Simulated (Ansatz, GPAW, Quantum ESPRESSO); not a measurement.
**Photoemission of the MXene Zr3C2 with O ends**

Wanted: the XPS lines and the band structure of the MXene Zr3C2 with O ends.

Method: DFT, LDA, plane-wave PAW, default files, scalar-relativistic, in the first sound run; inputs show where later runs differ, in Ansatz 0.2.0, Quantum ESPRESSO 7.5 and GPAW 26.7.0.

## 1. The starting structure

The cell holds 7 atoms: 2 O, 3 Zr and 2 C. Cell: a = 3.300 Å, b = 3.300 Å, c = 21.700 Å, α = 90.0°, β = 90.0°, γ = 120.0°. It derives from Zr3C2. How the cell was made: MXene sheet; termination: O; lattice typed at the start. Regions: L1, 1 atom (1 O); L2, 1 atom (1 Zr); L3, 1 atom (1 C); in, 2 atoms (1 Zr and 1 C); rest, 2 atoms (1 Zr and 1 O). Vacuum lies along c.

Structure file:

```cif
data_structure
_symmetry_space_group_name_H-M 'P 1'
_symmetry_Int_Tables_number 1
_cell_length_a 3.3000
_cell_length_b 3.3000
_cell_length_c 21.7000
_cell_angle_alpha 90.000
_cell_angle_beta 90.000
_cell_angle_gamma 120.000
_cell_volume 204.65
loop_
_atom_site_label
_atom_site_type_symbol
_atom_site_fract_x
_atom_site_fract_y
_atom_site_fract_z
_atom_site_occupancy
O1 O 0.66667 0.33333 0.65438 1
Zr2 Zr 0.33333 0.66667 0.61060 1
C3 C 0.00000 0.00000 0.55530 1
Zr4 Zr 0.66667 0.33333 0.50000 1
C5 C 0.33333 0.66667 0.44470 1
Zr6 Zr 0.00000 0.00000 0.38940 1
O7 O 0.66667 0.33333 0.34562 1
```

## 2. Relaxation

The cut or typed positions aren't at rest, and spectra shift with geometry, so the relaxation comes first.

The input, input.yaml:

```yaml
crystal:
  lattice:
    - [3.3, 0.0, 0.0]
    - [-1.65, 2.8578838325, 0.0]
    - [0.0, 0.0, 21.7]
  atoms:
    - { symbol: O, position: [0.666666667, 0.333333333, 0.65437788] }
    - { symbol: Zr, position: [0.333333333, 0.666666667, 0.610599078] }
    - { symbol: C, position: [0.0, 0.0, 0.555299539] }
    - { symbol: Zr, position: [0.666666667, 0.333333333, 0.5] }
    - { symbol: C, position: [0.333333333, 0.666666667, 0.444700461] }
    - { symbol: Zr, position: [0.0, 0.0, 0.389400922] }
    - { symbol: O, position: [0.666666667, 0.333333333, 0.34562212] }
kpoints:
  mp_grid: { grid: [12, 12, 1] }
scf:
  occupations: { method: fermi_dirac, width: 0.05 }
  n_extra_bands: 8
hamiltonian:
  xc: lda
  pseudopotentials: { kind: paw }
output:
  forces: true
  write_potential: true
  volumetric_format: []
relax:
  f_tol: 0.03
  max_steps: 45
  cell: { fix: [c, alpha, beta] }
```

Started as:

```bash
$ ansatz run input.yaml --threads 8 --pin off --max-ram 22528MiB --backend cpu --events-out ev --progress --plain --runs-dir out
```

Numbers of over 12 decimals in the logs are rounded to 6 here.

The program printed:

```text
scf.n_extra_bands = 8 over 28 filled bands (N_el = 56.0): the run solves 36 bands
Engine: ansatz 0.2.0, aarch64-unknown-linux-gnu
Pseudopotentials: kind: paw
Pseudopotential: O, paw, valence charge 6, recommended cutoff 420 eV (normal), O.paw.azcp
Pseudopotential: Zr, paw, valence charge 12, recommended cutoff 420 eV (normal), Zr.paw.azcp
Pseudopotential: C, paw, valence charge 4, recommended cutoff 420 eV (normal), C.paw.azcp
Functional definition: SPW92
  exchange = slater_x
  correlation = pw_c
Crystal: 7 atoms, lattice volume = 204.653 Å³
Basis set: ecut = 420 eV, 4057 PW (Γ)
Bands: 36, of which v1, the nominal top of the filled ones, is band 28 counted from 1 (27 counted from 0)
Symmetry: 12 space group operations
Space group: P-3m1 (ITA 164), of the structure as read, at distance tolerance 5.9e-5 Å
k-points: 19 of 144
Non-local potential: O, projectors of the file, l = 0: 2, l = 1: 2, l = 2: 1
Non-local potential: Zr, projectors of the file, l = 0: 3, l = 1: 2, l = 2: 2, l = 3: 2
Non-local potential: C, projectors of the file, l = 0: 2, l = 1: 2, l = 2: 1
PAW form: soft (Blöchl's): semilocal exchange-correlation on the pseudo side does not see the compensation charge
PAW frozen core: O, regenerated for the run's functional, and the local potential with it (the file was generated under x = pbe(κ = 0.804, μ = 0.219515), c = pbe(β = 0.066725))
PAW frozen core: Zr, regenerated for the run's functional, and the local potential with it (the file was generated under x = pbe(κ = 0.804, μ = 0.219515), c = pbe(β = 0.066725))
PAW frozen core: C, regenerated for the run's functional, and the local potential with it (the file was generated under x = pbe(κ = 0.804, μ = 0.219515), c = pbe(β = 0.066725))
PAW one-centre angular grid: O, 110 points (default); XC on 64 Gauss nodes
PAW one-centre angular grid: Zr, 590 points (default); XC on 64 Gauss nodes
PAW one-centre angular grid: C, 110 points (default); XC on 64 Gauss nodes
Initial density: superposition of atomic densities (neutral atoms: chi_scale 0, normalization atom), corrected by the library's trained network
Initial wavefunctions: pseudopotential atomic-orbital guess
Functional: x = slater, c = lda
SCF iter   1: F=—  HF=-13835.674587 eV  |F-HF|=—  |Δ(HF+E_count)|=         —  Δρ=9.22e-3  dr2=1.79e-1  ethr=1.77e-3  ⟨swp⟩=6.7  Hψ=3232  notcnv=0  defer=18
preconditioner: auto → LDOS  [metal: Δε(μ)=0.051 eV  Ē_g=16.566 eV  σ=0.050 eV  W_gap=0.25  n_scr=14 (ndim 8)  ℏωp=18.4 eV  f_vac=0.576  D(μ)=1.16/eV (n_scr^D=6)  β→1.0]
SCF iter   2: F=—  HF=-13835.696087 eV  |F-HF|=—  |Δ(HF+E_count)|=   2.15e-2  Δρ=1.04e-2  dr2=2.59e-1  ethr=3.20e-4  ⟨swp⟩=4.0  Hψ=1852  notcnv=0  defer=42
SCF iter   3: F=—  HF=-13835.637621 eV  |F-HF|=—  |Δ(HF+E_count)|=   5.85e-2  Δρ=1.31e-3  dr2=2.59e-3  ethr=3.20e-4  ⟨swp⟩=2.2  Hψ=1059  notcnv=0  defer=42
SCF iter   4: F=—  HF=-13835.637476 eV  |F-HF|=—  |Δ(HF+E_count)|=   1.45e-4  Δρ=1.89e-4  dr2=1.27e-4  ethr=4.62e-6  ⟨swp⟩=3.3  Hψ=1459  notcnv=0  defer=42
SCF iter   5: F=—  HF=-13835.637495 eV  |F-HF|=—  |Δ(HF+E_count)|=   1.87e-5  Δρ=2.95e-5  dr2=1.35e-6  ethr=2.27e-7  ⟨swp⟩=2.1  Hψ=894  notcnv=0  defer=42
SCF iter   6: F=—  HF=-13835.637369 eV  |F-HF|=—  |Δ(HF+E_count)|=   1.26e-4  Δρ=8.88e-6  dr2=1.69e-7  ethr=1.79e-10  ⟨swp⟩=13.0  Hψ=6325  notcnv=0
SCF iter   7: F=-13835.637369 eV  HF=-13835.637369 eV  |F-HF|=1.63e-8  |Δ(HF+E_count)|=   4.56e-7  Δρ=3.12e-6  dr2=2.89e-8  ethr=1.79e-10  ⟨swp⟩=11.4  Hψ=5501  notcnv=0
SCF 1 converged in 7 iterations: F = -13835.637369 eV  dr2 = 2.89e-8
  greatest PAW one-centre occupation: 0.997 electrons in one spin orbital (limit 2), on the Zr atom at site 3 (counted from 0), in its partial waves of l = 0
relax step   1: F+E_penalty+E_count = -13835.63736944 eV  Δ(F+E_penalty+E_count) = +0.000e0 eV  max|allowed force component| = 4.611e0 eV/Å  Δτ_max = 0.0000 Å  P = +5.690 GPa  Ω = 204.653 Å³  fix = [c, alpha, beta]  reactions: c +13.605 GPa  (7 SCF iters, dr2 threshold 1.00e-7 eV, accepted)
Crystal: 7 atoms, lattice volume = 206.132 Å³
Basis set: ecut = 420 eV, 4093 PW (Γ)
Initial density: handed on by an earlier stage of this run
Initial wavefunctions: those handed on with the density
iter 1 solved again at ethr=4.74e-4 eV; its pass at ethr=3.10e-3 eV (dr2=2.65e-1 eV) is discarded
SCF iter   1: F=—  HF=-13836.681255 eV  |F-HF|=—  |Δ(HF+E_count)|=         —  Δρ=1.34e-2  dr2=2.72e-1  ethr=4.74e-4  ⟨swp⟩=2.1  Hψ=4277  notcnv=0
preconditioner: auto → LDOS  [insulator: Δε(μ)=0.344 eV  Ē_g=16.685 eV  σ=0.050 eV  W_gap=0.69  n_scr=20 (ndim 8)  ℏωp=18.3 eV  f_vac=0.558  D(μ)=0.46/eV (n_scr^D=4)  ε∞_Penn≈2.2  β→1.0]
SCF iter   2: F=—  HF=-13836.699532 eV  |F-HF|=—  |Δ(HF+E_count)|=   1.83e-2  Δρ=1.44e-2  dr2=4.19e-1  ethr=4.74e-4  ⟨swp⟩=4.3  Hψ=1733  notcnv=0  defer=2
SCF iter   3: F=—  HF=-13836.618223 eV  |F-HF|=—  |Δ(HF+E_count)|=   8.13e-2  Δρ=4.28e-3  dr2=5.76e-2  ethr=4.74e-4  ⟨swp⟩=2.3  Hψ=1251  notcnv=0  defer=38
SCF iter   4: F=—  HF=-13836.609488 eV  |F-HF|=—  |Δ(HF+E_count)|=   8.74e-3  Δρ=9.84e-4  dr2=2.26e-3  ethr=1.03e-4  ⟨swp⟩=2.0  Hψ=1022  notcnv=0  defer=38
SCF iter   5: F=—  HF=-13836.608834 eV  |F-HF|=—  |Δ(HF+E_count)|=   6.54e-4  Δρ=2.70e-4  dr2=3.09e-4  ethr=4.03e-6  ⟨swp⟩=2.8  Hψ=1200  notcnv=0  defer=38
SCF iter   6: F=—  HF=-13836.608666 eV  |F-HF|=—  |Δ(HF+E_count)|=   1.68e-4  Δρ=8.66e-5  dr2=1.20e-5  ethr=5.52e-7  ⟨swp⟩=2.1  Hψ=892  notcnv=0  defer=38
SCF iter   7: F=-13836.608670 eV  HF=-13836.608669 eV  |F-HF|=7.54e-7  |Δ(HF+E_count)|=   2.72e-6  Δρ=1.98e-5  dr2=4.50e-7  ethr=1.25e-9  ⟨swp⟩=11.0  Hψ=6272  notcnv=0
SCF 2 converged in 7 iterations: F = -13836.608670 eV  dr2 = 4.50e-7
relax step   2: F+E_penalty+E_count = -13836.60866970 eV  Δ(F+E_penalty+E_count) = -9.713e-1 eV  max|allowed force component| = 8.067e-1 eV/Å  Δτ_max = 0.1944 Å  P = +1.861 GPa  Ω = 206.132 Å³  energy of the carried Pulay correction = -2.030e-3 eV  fix = [c, alpha, beta]  reactions: c +6.641 GPa  (7 SCF iters, dr2 threshold 7.00e-7 eV, accepted)
Crystal: 7 atoms, lattice volume = 199.224 Å³
Basis set: ecut = 420 eV, 3973 PW (Γ)
iter 1 solved again at ethr=1.43e-3 eV; its pass at ethr=3.10e-3 eV (dr2=7.99e-1 eV) is discarded
SCF iter   1: F=—  HF=-13837.047413 eV  |F-HF|=—  |Δ(HF+E_count)|=         —  Δρ=1.36e-2  dr2=8.11e-1  ethr=1.43e-3  ⟨swp⟩=1.6  Hψ=4081  notcnv=0
preconditioner: auto → LDOS  [metal: Δε(μ)=0.067 eV  Ē_g=16.706 eV  σ=0.050 eV  W_gap=0.32  n_scr=14 (ndim 8)  ℏωp=18.6 eV  f_vac=0.546  D(μ)=0.87/eV (n_scr^D=6)  β→1.0]
SCF iter   2: F=—  HF=-13837.000921 eV  |F-HF|=—  |Δ(HF+E_count)|=   4.65e-2  Δρ=1.14e-2  dr2=6.92e-1  ethr=1.43e-3  ⟨swp⟩=4.0  Hψ=1651  notcnv=0  defer=15
SCF iter   3: F=—  HF=-13836.883232 eV  |F-HF|=—  |Δ(HF+E_count)|=   1.18e-1  Δρ=1.83e-3  dr2=1.36e-2  ethr=1.24e-3  ⟨swp⟩=2.5  Hψ=1108  notcnv=0  defer=39
SCF iter   4: F=—  HF=-13836.880516 eV  |F-HF|=—  |Δ(HF+E_count)|=   2.72e-3  Δρ=4.35e-4  dr2=2.55e-4  ethr=2.43e-5  ⟨swp⟩=2.3  Hψ=1158  notcnv=0  defer=37
SCF iter   5: F=—  HF=-13836.880435 eV  |F-HF|=—  |Δ(HF+E_count)|=   8.14e-5  Δρ=1.24e-4  dr2=4.02e-5  ethr=4.55e-7  ⟨swp⟩=2.4  Hψ=1172  notcnv=0  defer=37
SCF iter   6: F=—  HF=-13836.880431 eV  |F-HF|=—  |Δ(HF+E_count)|=   4.09e-6  Δρ=3.19e-5  dr2=1.84e-6  ethr=7.17e-8  ⟨swp⟩=2.5  Hψ=1172  notcnv=0  defer=37
SCF iter   7: F=-13836.880432 eV  HF=-13836.880432 eV  |F-HF|=2.21e-7  |Δ(HF+E_count)|=   9.29e-7  Δρ=9.85e-6  dr2=3.04e-7  ethr=1.25e-9  ⟨swp⟩=12.0  Hψ=5869  notcnv=0
SCF 3 converged in 7 iterations: F = -13836.880432 eV  dr2 = 3.04e-7
relax step   3: F+E_penalty+E_count = -13836.88043154 eV  Δ(F+E_penalty+E_count) = -2.718e-1 eV  max|allowed force component| = 4.708e-1 eV/Å  Δτ_max = 0.1960 Å  P = +1.301 GPa  Ω = 199.224 Å³  energy of the carried Pulay correction = +7.576e-3 eV  fix = [c, alpha, beta]  reactions: c +1.827 GPa  (7 SCF iters, dr2 threshold 7.00e-7 eV, accepted)
[...]
relax step   4: F+E_penalty+E_count = -13836.90867532 eV  Δ(F+E_penalty+E_count) = -2.824e-2 eV  max|allowed force component| = 9.690e-2 eV/Å  Δτ_max = 0.0410 Å  P = -0.124 GPa  Ω = 200.465 Å³  energy of the carried Pulay correction = +5.826e-3 eV  fix = [c, alpha, beta]  reactions: c -0.128 GPa  (6 SCF iters, dr2 threshold 7.00e-7 eV, accepted)
[...]
relax step   5: F+E_penalty+E_count = -13836.90937654 eV  Δ(F+E_penalty+E_count) = -7.012e-4 eV  max|allowed force component| = 3.120e-2 eV/Å  Δτ_max = 0.0044 Å  P = -0.004 GPa  Ω = 200.275 Å³  energy of the carried Pulay correction = +6.094e-3 eV  fix = [c, alpha, beta]  reactions: c +0.040 GPa  (5 SCF iters, dr2 threshold 5.87e-7 eV, accepted)
[...]
relax step   6: F+E_penalty+E_count = -13836.90947352 eV  Δ(F+E_penalty+E_count) = -9.698e-5 eV  max|allowed force component| = 8.116e-4 eV/Å  Δτ_max = 0.0011 Å  P = +0.005 GPa  Ω = 200.240 Å³  energy of the carried Pulay correction = +6.143e-3 eV  fix = [c, alpha, beta]  reactions: c +0.010 GPa  (5 SCF iters, dr2 threshold 6.08e-8 eV, accepted)
Initial wavefunctions: pseudopotential atomic-orbital guess (no wavefunctions were taken with the density)
iter 1 solved again at ethr=9.05e-8 eV; its pass at ethr=3.10e-3 eV (dr2=5.07e-5 eV) is discarded
SCF iter   1: F=—  HF=-13836.903937 eV  |F-HF|=—  |Δ(HF+E_count)|=         —  Δρ=1.05e-4  dr2=3.50e-6  ethr=9.05e-8  ⟨swp⟩=4.5  Hψ=5592  notcnv=0
preconditioner: auto → LDOS  [metal: Δε(μ)=0.062 eV  Ē_g=16.642 eV  σ=0.050 eV  W_gap=0.29  n_scr=14 (ndim 8)  ℏωp=18.6 eV  f_vac=0.548  D(μ)=0.79/eV (n_scr^D=4)  β→1.0]
SCF iter   2: F=—  HF=-13836.903804 eV  |F-HF|=—  |Δ(HF+E_count)|=   1.33e-4  Δρ=6.06e-5  dr2=5.78e-6  ethr=6.25e-9  ⟨swp⟩=3.0  Hψ=1261  notcnv=0
SCF iter   3: F=—  HF=-13836.903803 eV  |F-HF|=—  |Δ(HF+E_count)|=   1.00e-6  Δρ=2.63e-5  dr2=1.83e-6  ethr=6.25e-9  ⟨swp⟩=2.0  Hψ=988  notcnv=0
SCF iter   4: F=—  HF=-13836.903802 eV  |F-HF|=—  |Δ(HF+E_count)|=   2.69e-7  Δρ=7.92e-6  dr2=1.28e-7  ethr=3.27e-9  ⟨swp⟩=2.0  Hψ=918  notcnv=0
SCF iter   5: F=—  HF=-13836.903802 eV  |F-HF|=—  |Δ(HF+E_count)|=   7.68e-9  Δρ=1.28e-6  dr2=2.95e-9  ethr=2.29e-10  ⟨swp⟩=2.0  Hψ=984  notcnv=0
SCF iter   6: F=—  HF=-13836.903802 eV  |F-HF|=—  |Δ(HF+E_count)|=   1.53e-9  Δρ=2.52e-7  dr2=1.20e-10  ethr=5.27e-12  ⟨swp⟩=2.3  Hψ=1069  notcnv=0
SCF iter   7: F=-13836.903802 eV  HF=-13836.903802 eV  |F-HF|=4.73e-11  |Δ(HF+E_count)|=  1.53e-10  Δρ=6.49e-8  dr2=1.07e-11  ethr=1.00e-12  ⟨swp⟩=9.6  Hψ=4147  notcnv=0
SCF 7 converged in 7 iterations: F = -13836.903802 eV  dr2 = 1.07e-11
relax step   7: F+E_penalty+E_count = -13836.90380245 eV  Δ(F+E_penalty+E_count) = +5.671e-3 eV  max|allowed force component| = 1.529e-3 eV/Å  Δτ_max = 0.0000 Å  P = -0.031 GPa  Ω = 200.240 Å³  fix = [c, alpha, beta]  reactions: c -0.004 GPa  stress off target by 4.44e-2 GPa on what of the cell is left free  SCF on the basis re-selected at this cell (its energy is not comparable with the rows above)  (7 SCF iters)
basis re-selected at this cell: Δ(F+E_penalty+E_count) = +5.671e-3 eV, ΔP = -0.036 GPa vs the last step (what re-selecting the basis moved, of the pressure what is left beyond the Pulay correction that the steps carried, after the strain that the cell walked since its last selection, with what the two solves' SCF thresholds leave and, on support functions, any second-order correction that the steps lacked; it is no m [...]
WARN: The output density's exchange-correlation potential varies sharply where the density is thin. Do not read a vacuum level from v_tot or v_xc, or from such a field of the output density. On a cell that repeats whose density bears no net charge and no dipole along the vacuum's axis use v_es (v_loc + v_h of the components); under efield.dipole_correction with no amplitude use v_es + v_field, which holds any externa [...]
SCF converged after 7 iterations
Free energy (F): -13836.903802 eV
Harris-Foulkes:  -13836.903802 eV  (|F-HF|=4.73e-11)
Internal energy: -13836.897721 eV  (E = F + TS)
E sigma→0 (E₀):  -13836.900762 eV
Entropy (-TS):   -0.006081 eV (-0.869 meV/atom)
Fermi energy:    2.839604 eV
--- Per-component energies (eV) ---
  E_band       = -798.896856
  E_kinetic    = 1536.628218
  E_local      = -41629.035886  (includes V_loc(G=0)·N_el)
  E_nonlocal   = 398.939345
  E_hartree    = 20057.106682
  E_xc         = -728.132045
  E_vxc        = -885.065006  (∫ρ·V_xc dr)
  E_paw        = -9021.752718  (= ΣΔE_a)
  E_vpaw       = -334.581930  (= ΣTr[D̂ρ^β])
  E_aug_tail   = 0.005099  (compensation charges beyond the density's cutoff)
  E_ewald      = 15547.912873
  E_core_change = 1.430711  (= ΣΔE_core)
  E_smearing   = -0.006081  (= −TS)
  E_closure    = -0.000000  (closes the sum)
  Σ components = -13836.903802   (vs F -13836.903802, Δ=0.00e0)
--- Forces (eV/Å), atoms counted from 1 ---
  atom   1  O      0.00000000    -0.00000000     0.00129720
  atom   2  Zr     0.00000000    -0.00000000    -0.00152924
  atom   3  C     -0.00000000     0.00000000    -0.00032403
  atom   4  Zr    -0.00000000    -0.00000000     0.00000000
  atom   5  C      0.00000000    -0.00000000     0.00032403
  atom   6  Zr     0.00000000     0.00000000     0.00152924
  atom   7  O     -0.00000000     0.00000000    -0.00129720
  max |Σ_I F_I| component: 5.78e-18 eV/Å
--- Stress (GPa, compression-positive) ---
       -0.044382       0.000000      -0.000000
        0.000000      -0.044382       0.000000
       -0.000000       0.000000      -0.003564
  P = ⅓ Tr σ = -0.0308 GPa (-0.308 kbar)
--- Band table (eV; the first three rows and the last of 19) ---
  k-point 0: bands = [... 24 lower, 0.9910, 2.3279, 3.1511, 3.1511, 4.3801, 4.3801, 4.5070, 5.1906, ... 4 higher]
  k-point 1: bands = [... 24 lower, 1.0005, 2.4042, 2.4389, 2.7660, 4.1736, 4.7442, 4.8917, 5.3381, ... 4 higher]
  k-point 2: bands = [... 24 lower, 0.9916, 1.3402, 2.1998, 2.2619, 3.7260, 5.0871, 5.1363, 5.6685, ... 4 higher]
  k-point 18: bands = [... 24 lower, 0.0102, 0.4960, 0.4960, 0.8172, 5.2411, 5.2411, 5.8429, 5.8429, ... 4 higher]
--- Relaxed structure (6 steps of the walk, 6 accepted, 1 SCFs on fresh bases) ---
  F+E_penalty+E_count = -13836.90380245 eV   max|allowed force component| = 1.529e-3 eV/Å   (the final SCF, on the basis selected at the relaxed cell)
  cell:  # Å, volume = 200.2400 Å³
    - [3.264226, 0.0, 0]
    - [-1.632113, 2.826902, 0]
    - [0, 0, 21.7]
  atoms:
    - { symbol: O, position: [0.666667, 0.333333, 0.667496] }
    - { symbol: Zr, position: [0.333333, 0.666667, 0.625991] }
    - { symbol: C, position: [1.5355452293473402e-17, -2.907726968487035e-17, 0.562021] }
    - { symbol: Zr, position: [0.666667, 0.333333, 0.5] }
    - { symbol: C, position: [0.333333, 0.666667, 0.437979] }
    - { symbol: Zr, position: [4.5925130768115426e-18, -2.907726968487035e-17, 0.374009] }
    - { symbol: O, position: [0.666667, 0.333333, 0.332504] }
```

Elapsed: 7.8 s, on 8 threads of Arm Neoverse V2, shared host; peak memory 0.79 GiB; 55 s of CPU time.

The steps of the relaxation:

| step | energy less that of the first step (eV) | largest force component (eV/Å) | pressure (GPa) | volume (Å³) |
| --- | --- | --- | --- | --- |
| 1 | 0.0000 | 4.6105 | 5.69 | 204.65 |
| 2 | -0.9713 | 0.8067 | 1.86 | 206.13 |
| 3 | -1.2431 | 0.4708 | 1.30 | 199.22 |
| 4 | -1.2713 | 0.0969 | -0.12 | 200.47 |
| 5 | -1.2720 | 0.0312 | 0.00 | 200.27 |
| 6 | -1.2721 | 0.0008 | 0.00 | 200.24 |
| 7* | -1.2664 | 0.0015 | -0.03 | 200.24 |

Relaxation steps marked * repeat the geometry before them on a plane-wave basis chosen anew for their cell, so energy and pressure can jump there.

The run keeps the 12 symmetry operations that it works with, so distortions that break them were not tested.

| cell as run | before | after | change |
| --- | --- | --- | --- |
| a (Å) | 3.300 | 3.264 | -1.1 % |
| b (Å) | 3.300 | 3.264 | -1.1 % |

The atoms that moved most (Å, along periodic axes as changes of fractional coordinates times the final cell, across vacuum about the mean position):

| atom | dx | dy | dz | length |
| --- | --- | --- | --- | --- |
| Zr6 | 0.000 | 0.000 | -0.334 | 0.334 |
| Zr2 | 0.000 | 0.000 | 0.334 | 0.334 |
| O1 | 0.000 | 0.000 | 0.285 | 0.285 |
| O7 | 0.000 | 0.000 | -0.285 | 0.285 |
| C5 | 0.000 | 0.000 | -0.146 | 0.146 |
| C3 | 0.000 | 0.000 | 0.146 | 0.146 |

Numbers from this step:

- free energy: -13836.9038 eV
- energy at zero smearing: -13836.9008 eV
- smearing term TS: 0.006081 eV
- Fermi energy: 2.840 eV
- symmetry operations: 12
- pressure: -0.03078 GPa
- work function, upper face: 5.420 eV
- work function, lower face: 5.420 eV

The relaxation ends with a largest force component of 0.0015 eV/Å.

[end of part 1 of 8]

[Logs are printed without paths, hosts, clocks, repeated set-up lines and the standing remarks that a program may print on its own settings, such as how far it seeks lower states.]

[Hosts, paths, dates, database ids (printed as entryN), source tags and the programs' standing remarks are cut or masked in the printed files.]

[Maps of the electrostatic potential energy from Ansatz leave out the sawtooth potential of an applied field or a dipole correction, so their vacuum need not be flat; work functions include it.]
